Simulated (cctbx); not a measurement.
**Diagnosing a refinement**

Cell a = 8.3900 Å, b = 8.3900 Å, c = 8.3900 Å, α = 90.00°, β = 90.00°, γ = 90.00°; space group Fm-3m (no. 225). The compound is K2ZrH6.

The data are simulated with cctbx, not measured: Ag Kα, λ = 0.56087 Å, to d = 0.65 Å, 50 % of the full sphere, strongest reflection 20000 counts, noise from counting, a 4 % proportional error and a noise floor of 4 counts (s.d.); no absorption.

An anisotropic refinement with weights 1/σ² prints:

```text
Rint 0.034, 82 unique reflections to 0.66 A
cycle     R1     wR2    GooF  max shift (A)
   1  0.1506  0.5291  36.257   1.36097
  10  0.0895  0.2344  16.064   0.00009
final R1 0.0897 wR2 0.2344 GooF 16.063  parameters 4  data/parameter 20.5
atom        x        y        z      Ueq    occ   su(xyz)  su(Uiso or U11)
Zr1    0.00000  0.00000  0.00000  -0.0005  1.000  0.00000  0.0011  NPD
Co1    0.25000  0.75000  0.75000   0.0113  1.000  0.00000  0.0015
H1     0.50009  0.00000  0.00000   0.0561  1.000 21808445.44432 89667.9425
difference map: max 7.87 min -13.66 rms 0.78
Q1    0.0000  0.0000  0.0000    4    7.87  0.00 A from Zr1
Q2    0.0000  0.0908  0.0908   48    1.37  1.08 A from Zr1
Q3    0.0000  0.0598  0.3880   96    0.96  1.06 A from H1
Q4    0.1414  0.1414  0.1414   32    0.90  1.58 A from Co1
Q5    0.0552  0.2500  0.2500   48    0.89  1.63 A from Co1
Q6    0.0731  0.0731  0.0731   32    0.84  1.06 A from Zr1
```

**Question.** Can this result stand? If not, what is the likely fault?

Mend it. The fault: wrong element: Co1 is K. Against the right model at the same level, R1 goes from 0.0057 to 0.0897 and GooF from 0.96 to 16.06, U of Zr1 shrinks from 0.0040 to -0.0005 Å², U of Co1 swells from 0.0065 to 0.0113 Å², the top difference peak, 7.9 e/Å³, lies on Zr1, a hole of -13.7 e/Å³ opens and Zr1 goes non-positive-definite. Co1 has 8 electrons too many and its U swells to shed them, as expected.

The compound is K2ZrH6. The right model at the same level gives:

```text
Rint 0.034, 82 unique reflections to 0.66 A
cycle     R1     wR2    GooF  max shift (A)
   1  0.0057  0.0143   0.977   0.00000
   2  0.0057  0.0141   0.965   0.00000
final R1 0.0057 wR2 0.0141 GooF 0.965  parameters 4  data/parameter 20.5
atom        x        y        z      Ueq    occ   su(xyz)  su(Uiso or U11)
Zr1    0.00000  0.00000  0.00000   0.0040  1.000  0.00000  0.0001
K1     0.25000  0.75000  0.75000   0.0065  1.000  0.00000  0.0001
H1     0.74466  0.00000  0.00000   0.0109  1.000  0.00244  0.0034
difference map: max 0.15 min -0.19 rms 0.04
Q1    0.0000  0.0000  0.3764   24    0.16  1.02 A from H1
Q2    0.0000  0.1537  0.1537   48    0.14  1.55 A from H1
Q3    0.1754  0.1754  0.3246   32    0.13  1.08 A from K1
Q4    0.2192  0.2192  0.2192   32    0.13  0.45 A from K1
Q5    0.0000  0.0000  0.0713   24    0.12  0.60 A from Zr1
Q6    0.1196  0.1196  0.1196   32    0.11  1.74 A from Zr1
```

The model is made up (kin elements in a known structure type, no relaxation), so it says nothing on whether the phase exists.

[Middle refinement cycles are left out of these outputs.]

[Logs are printed without paths, hosts, clocks, repeated set-up lines and the standing remarks that a program may print on its own settings, such as how far it seeks lower states.]
